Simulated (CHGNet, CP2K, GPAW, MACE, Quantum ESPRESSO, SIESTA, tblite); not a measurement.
# Predicting plane-wave site energies from CP2K double zeta, PBE: Sn in place of Ge in H-capped Ge nanowire along [001] with a Si core (41 atoms)

The cell holds 41 atoms: 16 Ge, 5 Si and 20 H. Cell: a = 22.500 Å, b = 22.500 Å, c = 5.658 Å, α = 90.0°, β = 90.0°, γ = 90.0°. It derives from Ge (diamond-structure). Round section of size parameter 4.53 Å cut from diamond-structure Ge (a = 5.658 Å) along [001], 1 period, broken bonds capped with H, 12 Å of vacuum, Si core of radius 2.49 Å. Then the atoms were relaxed with MACE MP-0b3 medium in the fixed cell. Regions: wire, 21 atoms (16 Ge and 5 Si); hydrogen, 20 atoms (20 H). Vacuum lies along a and b. The structure repeats along c.

Calculated with Quantum ESPRESSO 7.5: PBE; plane waves, SSSP efficiency, 45/360 Ry; k-points Γ. The cheaper level is PBE; DZVP-UZH, GTH-PBE potentials, 450 Ry; k-points Γ. Each row is one cell with Sn in place of Ge, relaxed with MACE MP-0b3 medium; both levels solve the same cells, and energies are counted from site Ge7 at each level.

| energy from CP2K double zeta, PBE (eV) | energy from plane waves (eV) | site |
| --- | --- | --- |
| 0.000 | 0 | Ge7 |
| 0.135 | 0.1425 | Ge13 |
| 0.137 | ? | ? |
| 0.206 | 0.2167 | Ge12 |
| 0.208 | 0.2186 | Ge4 |

**Question.** Fit a straight line to the rows given and interpolate to the withheld row.

**Working.**

Take u as the energy from CP2K double zeta, PBE and v as that from plane waves.

```
  u (eV)    v (eV)
       0         0
0.135376  0.142477
0.205840  0.216675
0.208247  0.218604
```

With n = 4: mean u = 0.137366, mean v = 0.144439, Σ(u − ū)² = 0.028586, Σ(u − ū)(v − v̄) = 0.030048. Slope b = 0.030048 / 0.028586 = 1.0511; intercept a = v̄ − b ū = 4.832e-5.

At the withheld site u = 0.1367, and v = a + b u.

Prediction at 0.137: 0.1438 eV. The run gave 0.1438 eV, so the fit is low by 3.3e-5 eV (0.023 % of the value).

The slope of 1.1 says that CP2K double zeta, PBE spreads the sites about as widely as plane waves do. Taken as it stands, without the line, its value misses the withheld site by 0.0071 eV. Among the rows given, the largest miss of the fit is at 0.208, by 3.4e-4 eV (0.16 % of the range of the table).

Limits: Few sites, one cell. The geometries are those of MACE MP-0b3 medium, not of DFT.

[Logs are printed without paths, hosts, clocks, repeated set-up lines and the standing remarks that a program may print on its own settings, such as how far it seeks lower states.]

[Hosts, paths, dates, database ids (printed as entryN), source tags and the programs' standing remarks are cut or masked in the printed files.]
